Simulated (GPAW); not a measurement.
**Si/W(110) in an electric field**

How does Si/W(110) screen a perpendicular field?

Calculated with GPAW 26.7.0; GPAW, PAW setups; slab in vacuum, relaxation, in the first sound run; inputs show where later runs differ.

### Step 1. Set-up

The cell holds 5 atoms: 4 W and 1 Si. Cell: a = 2.737 Å, b = 2.737 Å, c = 27.095 Å, α = 90.0°, β = 90.0°, γ = 70.5°. Vacuum lies along c.

### Step 2. Relaxation

Forces are removed first; all later runs use this geometry. The lowest 2 atoms are held at bulk positions and keep their forces.

Input file run.py:

```python
import json
import numpy as np
from ase import Atoms
from ase.constraints import FixAtoms
from ase.optimize import BFGS
from gpaw import GPAW, PW

slab = Atoms(
    ['W', 'W', 'W', 'W', 'Si'],
    positions=[
        [0.00000, 0.00000, 9.00000],
        [2.23446, -0.00000, 11.23446],
        [0.00000, 0.00000, 13.46891],
        [2.23446, -0.00000, 15.70337],
        [0.00000, 0.00000, 18.09511]],
    cell=[[2.23446, -1.58, 0.0], [2.23446, 1.58, 0.0], [0.0, 0.0, 27.09511]],
    pbc=[True, True, False])

slab.calc = GPAW(mode=PW(400), xc='PBE', kpts={'size': (12, 12, 1), 'gamma': True},
                 occupations={'name': 'fermi-dirac', 'width': 0.1}, nbands='200%',
                 convergence={'density': 1e-05}, maxiter=200,
                 poissonsolver={'dipolelayer': 'xy'},
                 symmetry={'tolerance': 1e-3, 'extra_ids': [1, 1, 0, 0, 0]}, txt='slab.txt')
result = {}
slab.set_constraint(FixAtoms([0, 1]))
path = []
opt = BFGS(slab, maxstep=0.2)
opt.attach(lambda: path.append((slab.get_potential_energy(), slab.positions.tolist(), slab.get_forces().tolist())))
result['relaxed'] = bool(opt.run(fmax=0.03, steps=40))
result['path'] = path
energy = slab.get_potential_energy()
fermi = slab.calc.get_fermi_level()
v = slab.calc.get_electrostatic_potential().mean((0, 1)) - fermi
n = slab.calc.get_pseudo_density().mean((0, 1))
L = slab.cell[2, 2]
z = np.arange(len(v)) * L / len(v)
low, high = slab.positions[:, 2].min(), slab.positions[:, 2].max()
below, above = np.interp([low - 6.8, high + 6.8], z, v)
slopes = [np.interp(x, z, np.gradient(v, z)) for x in (low - 6.8, high + 6.8)]
eps = np.array([[slab.calc.get_eigenvalues(k, s) for k in range(len(slab.calc.get_ibz_k_points()))]
                for s in range(slab.calc.get_number_of_spins())]) - fermi
top, bottom = eps[eps < 0].max(), eps[eps > 0].min()
dipole = slab.get_dipole_moment()[2]
print(f'energy {energy:.4f} eV, Fermi level {fermi:.4f} eV, dipole {dipole:.5f} e A')
print(f'potential 6.8 A off the faces, from the Fermi level: lower {below:.4f} eV, upper {above:.4f} eV')
print(f'slope of the potential there: lower {slopes[0]:.5f}, upper {slopes[1]:.5f} eV/A')
print(f'nearest levels on the mesh: {top:.4f} and {bottom:.4f} eV')
print('magnetic moment', round(slab.get_magnetic_moment(), 3))
result.update(energy=energy, fermi=fermi, dipole=dipole, below=below, above=above, slopes=slopes, edges=[top, bottom],
              z=z.tolist(), v=v.tolist(), n=n.tolist(), positions=slab.positions.tolist(),
              forces=slab.get_forces(apply_constraint=False).tolist(), moments=slab.get_magnetic_moments().tolist())
json.dump(result, open('result.json', 'w'))
```

Launch:

```
$ OMP_NUM_THREADS=1 OPENBLAS_NUM_THREADS=1 python run.py
```

What it wrote:

```text
Step          Energy          fmax
BFGS:    0      -49.396497        1.341072
BFGS:    1      -49.441915        1.159833
BFGS:    2      -49.551897        1.052228
BFGS:    3      -49.575751        0.440752
BFGS:    4      -49.581637        0.327958
BFGS:    5      -49.590795        0.150355
BFGS:    6      -49.591532        0.146027
BFGS:    7      -49.595519        0.266377
BFGS:    8      -49.598888        0.254199
BFGS:    9      -49.602010        0.107354
BFGS:   10      -49.602431        0.027364
energy -49.5596 eV, Fermi level 2.5816 eV, dipole -0.01211 e A
potential 6.8 A off the faces, from the Fermi level: lower 4.9097 eV, upper 5.2172 eV
slope of the potential there: lower -0.00006, upper -0.00005 eV/A
nearest levels on the mesh: -0.0054 and 0.0020 eV
magnetic moment 0.0
```

It took 51 min on 1 thread of Arm Neoverse V1, shared host; peak memory 0.35 GiB.

Step by step:

| step | energy less that of the first step (eV) | largest force (eV/Å) |
| --- | --- | --- |
| 1 | 0.0000 | 1.3411 |
| 2 | -0.0458 | 1.1598 |
| 3 | -0.1546 | 1.0522 |
| 4 | -0.1793 | 0.4408 |
| 5 | -0.1852 | 0.3280 |
| 6 | -0.1942 | 0.1504 |
| 7 | -0.1950 | 0.1460 |
| 8 | -0.1991 | 0.2664 |
| 9 | -0.2025 | 0.2542 |
| 10 | -0.2057 | 0.1074 |
| 11 | -0.2062 | 0.0274 |

The atoms that moved most (Å):

| atom | dx | dy | dz | length |
| --- | --- | --- | --- | --- |
| Si5 | 0.000 | 0.000 | -0.241 | 0.241 |
| W4 | 0.000 | 0.000 | 0.036 | 0.036 |
| W3 | 0.000 | 0.000 | 0.024 | 0.024 |

The relaxed structure:

```xyz
5
Lattice="2.2345 -1.5800 0.0000 2.2345 1.5800 0.0000 0.0000 0.0000 27.0951" Properties=species:S:1:pos:R:3
W     0.0000    0.0000    9.0000
W     2.2345    0.0000   11.2345
W     0.0000    0.0000   13.4925
W     2.2345    0.0000   15.7392
Si    0.0000    0.0000   17.8538
```

This step gave:

```yaml
dipole_along_the_normal: -0.01211 e·Å
levels_nearest_the_fermi_level_on_the_mesh: -0.005374, 0.001967 eV from the Fermi level
upper_work_function: 5.217 eV
lower_work_function: 4.910 eV
```

The electrostatic potential energy of an electron (without an applied field's), less the Fermi level, planar mean oscillates, so the rows of the table below give means over windows of 2.28 Å about each position, cut where the curve ends. Its maxima inside the range that stand out by 2 % of the span (Å: eV): 10.1: -2.78, 12.4: -2.64, 14.6: -2.66, 16.9: -2.61. Its minima: 9.0: -29.3, 11.3: -29.7, 13.4: -29.5, 15.7: -29.7, 17.9: -18.4.

The electrostatic potential energy of an electron (without an applied field's), less the Fermi level, planar mean by z; means over each step:

| z (Å) | electrostatic potential energy of an electron (without an applied field's), less the Fermi level, planar mean (eV) |
| --- | --- |
| 1.14 | 4.92 |
| 3.42 | 4.91 |
| 5.70 | 4.84 |
| 7.98 | -6.92 |
| 10.26 | -14.9 |
| 12.54 | -14.7 |
| 14.82 | -14.7 |
| 17.10 | -11.3 |
| 19.38 | 2.14 |
| 21.66 | 5.21 |
| 23.94 | 5.22 |
| 26.22 | 5.21 |

The pseudo valence density, planar mean oscillates, so the rows of the table below give means over windows of 2.17 Å about each position, cut where the curve ends. Its maxima inside the range that stand out by 2 % of the span (Å: e/Å³): 9.1: 1.77, 11.3: 1.84, 13.4: 1.83, 15.8: 1.80. Its minima: 10.2: 0.358, 12.4: 0.342, 14.5: 0.355.

Table of pseudo valence density, planar mean by z; means over each step:

z (Å), pseudo valence density, planar mean (e/Å³) and a bar:
```
     3.25       0.00 
     5.42       0.00 
     7.59       0.22 ########
     9.77       0.88 ##############################
    11.93       0.87 ##############################
    14.11       0.89 ##############################
    16.27       0.86 #############################
    18.45       0.19 ######
    20.62       0.00 
    22.79       0.00
```

The relaxation lowered the energy of the cell by 0.206 eV (energies extrapolated to zero smearing; the optimiser's log prints free energies). The largest force left on a free atom is 0.027 eV/Å.

### Step 3. The slab's potential

With the geometry fixed, the planar mean of the potential gives the vacuum level on each side.

This step: GPAW, PAW setups; slab in vacuum (GPAW 26.7.0).

run.py: that of step 2 with these lines changed.

```diff
@@ -3,4 +3,2 @@
 from ase import Atoms
-from ase.constraints import FixAtoms
-from ase.optimize import BFGS
 from gpaw import GPAW, PW
@@ -12,5 +10,5 @@
         [2.23446, -0.00000, 11.23446],
-        [0.00000, 0.00000, 13.46891],
-        [2.23446, -0.00000, 15.70337],
-        [0.00000, 0.00000, 18.09511]],
+        [0.00000, 0.00000, 13.49245],
+        [2.23446, -0.00000, 15.73923],
+        [0.00000, -0.00000, 17.85381]],
     cell=[[2.23446, -1.58, 0.0], [2.23446, 1.58, 0.0], [0.0, 0.0, 27.09511]],
@@ -22,10 +20,4 @@
                  poissonsolver={'dipolelayer': 'xy'},
-                 symmetry={'tolerance': 1e-3, 'extra_ids': [1, 1, 0, 0, 0]}, txt='slab.txt')
+                 symmetry={'tolerance': 1e-3}, txt='slab.txt')
 result = {}
-slab.set_constraint(FixAtoms([0, 1]))
-path = []
-opt = BFGS(slab, maxstep=0.2)
-opt.attach(lambda: path.append((slab.get_potential_energy(), slab.positions.tolist(), slab.get_forces().tolist())))
-result['relaxed'] = bool(opt.run(fmax=0.03, steps=40))
-result['path'] = path
 energy = slab.get_potential_energy()
```

What it wrote:

```text
energy -49.5596 eV, Fermi level 2.5816 eV, dipole -0.01198 e A
potential 6.8 A off the faces, from the Fermi level: lower 4.9095 eV, upper 5.2173 eV
slope of the potential there: lower -0.00008, upper -0.00003 eV/A
nearest levels on the mesh: -0.0053 and 0.0020 eV
magnetic moment 0.0
```

It took 5.1 min on 1 thread; peak memory 0.34 GiB.

Numbers from this step:

| Property | Result |
| --- | --- |
| dipole along the normal | -0.01198 e·Å |
| levels nearest the Fermi level on the mesh | -0.005342, 0.001971 eV from the Fermi level |

The electrostatic potential energy of an electron (without an applied field's), less the Fermi level, planar mean oscillates, so the rows of the table below give means over windows of 2.28 Å about each position, cut where the curve ends. Its maxima inside the range that stand out by 2 % of the span (Å: eV): 10.1: -2.78, 12.4: -2.64, 14.6: -2.66, 16.9: -2.61. Its minima: 9.0: -29.3, 11.3: -29.7, 13.4: -29.5, 15.7: -29.7, 17.9: -18.4.

The electrostatic potential energy of an electron (without an applied field's), less the Fermi level, planar mean by z; means over each step:

(Unchanged from step 2.)

The pseudo valence density, planar mean oscillates, so the rows of the table below give means over windows of 2.17 Å about each position, cut where the curve ends. Its maxima inside the range that stand out by 2 % of the span (Å: e/Å³): 9.1: 1.77, 11.3: 1.84, 13.4: 1.83, 15.8: 1.80. Its minima: 10.2: 0.358, 12.4: 0.342, 14.5: 0.355.

The pseudo valence density, planar mean by z; means over each step:

z (Å), pseudo valence density, planar mean (e/Å³) and a bar:
```
     3.25       0.00 
     5.42       0.00 
     7.59       0.22 ########
     9.77       0.88 ##############################
    11.93       0.87 ##############################
    14.11       0.89 ##############################
    16.27       0.86 #############################
    18.45       0.19 ######
    20.62       0.00 
    22.79       0.00
```

Force by atom:

| atom | x (eV/Å) | y (eV/Å) | z (eV/Å) | size |
| --- | --- | --- | --- | --- |
| W1 | 0.000 | 0.000 | 0.335 | 0.335 |
| W2 | 0.000 | 0.000 | -0.337 | 0.337 |
| W3 | 0.000 | 0.000 | -0.019 | 0.019 |
| W4 | 0.000 | 0.000 | 0.028 | 0.028 |
| Si5 | 0.000 | 0.000 | -0.006 | 0.006 |

The potential is flat to 7.7e-5 eV/Å where it is read, so the vacuum is wide enough.

### Step 4. In a field

A uniform field along the normal polarises the slab; the atoms stay fixed, so this is the electronic response alone.

run.py: that of step 3 with these lines changed.

```diff
@@ -4,2 +4,3 @@
 from gpaw import GPAW, PW
+from gpaw.external import ConstantElectricField
 
@@ -20,2 +21,3 @@
                  poissonsolver={'dipolelayer': 'xy'},
+                 external=ConstantElectricField(-0.2, [0, 0, 1]),
                  symmetry={'tolerance': 1e-3}, txt='slab.txt')
```

What it wrote:

```text
energy -49.5714 eV, Fermi level 2.6251 eV, dipole -0.10769 e A
potential 6.8 A off the faces, from the Fermi level: lower 3.6071 eV, upper 6.3671 eV
slope of the potential there: lower -0.00007, upper -0.00003 eV/A
nearest levels on the mesh: -0.0025 and 0.0272 eV
magnetic moment 0.0
```

The job ended after 8.6 min (1 thread; peak memory 0.52 GiB).

Numbers from this step:

```
dipole along the normal                                         : -0.1077 e·Å
levels nearest the Fermi level on the mesh                      : -0.002533, 0.02723 eV from the Fermi level
potential below the slab, the applied field's own ramp left out : 3.607 eV from the Fermi level
potential above the slab, the applied field's own ramp left out : 6.367 eV from the Fermi level
```

The electrostatic potential energy of an electron (without an applied field's), less the Fermi level, planar mean oscillates, so the rows of the table below give means over windows of 2.28 Å about each position, cut where the curve ends. Its maxima inside the range that stand out by 2 % of the span (Å: eV): 10.1: -3.48, 12.4: -2.88, 14.6: -2.45, 16.9: -1.94, 24.6: 6.37. Its minima: 9.0: -30.2, 11.3: -30.2, 13.4: -29.6, 15.7: -29.3, 17.9: -17.6.

Electrostatic potential energy of an electron (without an applied field's), less the Fermi level, planar mean against z; means over each step:

z (Å), electrostatic potential energy of an electron (without an applied field's), less the Fermi level, planar mean (eV) and a bar from the least value:
```
     1.14        3.7 ##########################
     3.42        3.6 ##########################
     5.70        3.5 ##########################
     7.98       -8.0 ##########
    10.26      -15.6 
    12.54      -14.9 #
    14.82      -14.5 #
    17.10      -10.6 #######
    19.38        3.2 ##########################
    21.66        6.4 ##############################
    23.94        6.4 ##############################
    26.22        6.3 ##############################
```

Force by atom:

| atom | x (eV/Å) | y (eV/Å) | z (eV/Å) | size |
| --- | --- | --- | --- | --- |
| W1 | 0.000 | 0.000 | 0.343 | 0.343 |
| W2 | 0.000 | 0.000 | -0.346 | 0.346 |
| W3 | 0.000 | 0.000 | -0.022 | 0.022 |
| W4 | 0.000 | 0.000 | 0.042 | 0.042 |
| Si5 | 0.000 | 0.000 | -0.017 | 0.017 |

The dipole is now -0.108 e Å, against -0.012 in the run without a field.

### Step 5. In a field

run.py: that of step 4 with these lines changed.

```diff
@@ -21,3 +21,3 @@
                  poissonsolver={'dipolelayer': 'xy'},
-                 external=ConstantElectricField(-0.2, [0, 0, 1]),
+                 external=ConstantElectricField(-0.1, [0, 0, 1]),
                  symmetry={'tolerance': 1e-3}, txt='slab.txt')
```

What it wrote:

```text
energy -49.5631 eV, Fermi level 2.6038 eV, dipole -0.05985 e A
potential 6.8 A off the faces, from the Fermi level: lower 4.2574 eV, upper 5.7915 eV
slope of the potential there: lower -0.00007, upper -0.00003 eV/A
nearest levels on the mesh: -0.0003 and 0.0300 eV
magnetic moment 0.0
```

It took 8.3 min on 1 thread; peak memory 0.52 GiB.

Numbers from this step:

```yaml
dipole_along_the_normal: -0.05985 e·Å
levels_nearest_the_fermi_level_on_the_mesh: -2.64e-4, 0.03002 eV from the Fermi level
potential_below_the_slab_the_applied_field_s_own_ramp_left_out: 4.257 eV from the Fermi level
potential_above_the_slab_the_applied_field_s_own_ramp_left_out: 5.791 eV from the Fermi level
```

The electrostatic potential energy of an electron (without an applied field's), less the Fermi level, planar mean oscillates, so the rows of the table below give means over windows of 2.28 Å about each position, cut where the curve ends. Its maxima inside the range that stand out by 2 % of the span (Å: eV): 10.1: -3.13, 12.4: -2.76, 14.6: -2.55, 16.9: -2.27. Its minima: 9.0: -29.8, 11.3: -30.0, 13.4: -29.6, 15.7: -29.5, 17.9: -18.0.

The electrostatic potential energy of an electron (without an applied field's), less the Fermi level, planar mean by z; means over each step:

z (Å), electrostatic potential energy of an electron (without an applied field's), less the Fermi level, planar mean (eV) and a bar from the least value:
```
     1.14        4.3 ############################
     3.42        4.3 ############################
     5.70        4.2 ############################
     7.98       -7.5 ###########
    10.26      -15.2 
    12.54      -14.8 #
    14.82      -14.6 #
    17.10      -10.9 ######
    19.38        2.7 ##########################
    21.66        5.8 ##############################
    23.94        5.8 ##############################
    26.22        5.8 ##############################
```

Force by atom:

| atom | x (eV/Å) | y (eV/Å) | z (eV/Å) | size |
| --- | --- | --- | --- | --- |
| W1 | 0.000 | 0.000 | 0.339 | 0.339 |
| W2 | 0.000 | 0.000 | -0.342 | 0.342 |
| W3 | 0.000 | 0.000 | -0.021 | 0.021 |
| W4 | 0.000 | 0.000 | 0.035 | 0.035 |
| Si5 | 0.000 | 0.000 | -0.011 | 0.011 |

The dipole is now -0.0599 e Å, against -0.012 in the run without a field.

### Step 6. Field on

run.py: that of step 5 with these lines changed.

```diff
@@ -21,3 +21,3 @@
                  poissonsolver={'dipolelayer': 'xy'},
-                 external=ConstantElectricField(-0.1, [0, 0, 1]),
+                 external=ConstantElectricField(-0.05, [0, 0, 1]),
                  symmetry={'tolerance': 1e-3}, txt='slab.txt')
```

What it wrote:

```text
energy -49.5607 eV, Fermi level 2.5928 eV, dipole -0.03594 e A
potential 6.8 A off the faces, from the Fermi level: lower 4.5832 eV, upper 5.5044 eV
slope of the potential there: lower -0.00007, upper -0.00003 eV/A
nearest levels on the mesh: -0.0060 and 0.0009 eV
magnetic moment 0.0
```

It took 7.6 min on 1 thread; peak memory 0.52 GiB.

The electrostatic potential energy of an electron (without an applied field's), less the Fermi level, planar mean oscillates, so the rows of the table below give means over windows of 2.28 Å about each position, cut where the curve ends. Its maxima inside the range that stand out by 2 % of the span (Å: eV): 10.1: -2.95, 12.4: -2.70, 14.6: -2.61, 16.9: -2.44. Its minima: 9.0: -29.6, 11.3: -29.9, 13.4: -29.5, 15.7: -29.6, 17.9: -18.2.

Table of electrostatic potential energy of an electron (without an applied field's), less the Fermi level, planar mean by z; means over each step:

| z (Å) | electrostatic potential energy of an electron (without an applied field's), less the Fermi level, planar mean (eV) |
| --- | --- |
| 1.14 | 4.62 |
| 3.42 | 4.58 |
| 5.70 | 4.51 |
| 7.98 | -7.19 |
| 10.26 | -15.1 |
| 12.54 | -14.7 |
| 14.82 | -14.7 |
| 17.10 | -11.1 |
| 19.38 | 2.41 |
| 21.66 | 5.50 |
| 23.94 | 5.50 |
| 26.22 | 5.48 |

### Step 7. Field on

run.py: that of step 6 with these lines changed.

```diff
@@ -21,3 +21,3 @@
                  poissonsolver={'dipolelayer': 'xy'},
-                 external=ConstantElectricField(-0.05, [0, 0, 1]),
+                 external=ConstantElectricField(0.05, [0, 0, 1]),
                  symmetry={'tolerance': 1e-3}, txt='slab.txt')
```

What it wrote:

```text
energy -49.5596 eV, Fermi level 2.5702 eV, dipole 0.01193 e A
potential 6.8 A off the faces, from the Fermi level: lower 5.2363 eV, upper 4.9309 eV
slope of the potential there: lower -0.00008, upper -0.00003 eV/A
nearest levels on the mesh: -0.0046 and 0.0031 eV
magnetic moment 0.0
```

Wall time 8.5 min (1 thread); peak memory 0.52 GiB.

### Step 8. Field on

run.py: that of step 7 with these lines changed.

```diff
@@ -21,3 +21,3 @@
                  poissonsolver={'dipolelayer': 'xy'},
-                 external=ConstantElectricField(0.05, [0, 0, 1]),
+                 external=ConstantElectricField(0.1, [0, 0, 1]),
                  symmetry={'tolerance': 1e-3}, txt='slab.txt')
```

What it wrote:

```text
energy -49.5608 eV, Fermi level 2.5587 eV, dipole 0.03588 e A
potential 6.8 A off the faces, from the Fermi level: lower 5.5637 eV, upper 4.6445 eV
slope of the potential there: lower -0.00008, upper -0.00003 eV/A
nearest levels on the mesh: -0.0040 and 0.0042 eV
magnetic moment 0.0
```

Run time: 7.4 min. Hardware: 1 thread; peak memory 0.52 GiB.

(Continued in part 2 of 2.)

[Logs are printed without paths, hosts, clocks, repeated set-up lines and the standing remarks that a program may print on its own settings, such as how far it seeks lower states.]

[Hosts, paths, dates, database ids (printed as entryN), source tags and the programs' standing remarks are cut or masked in the printed files.]
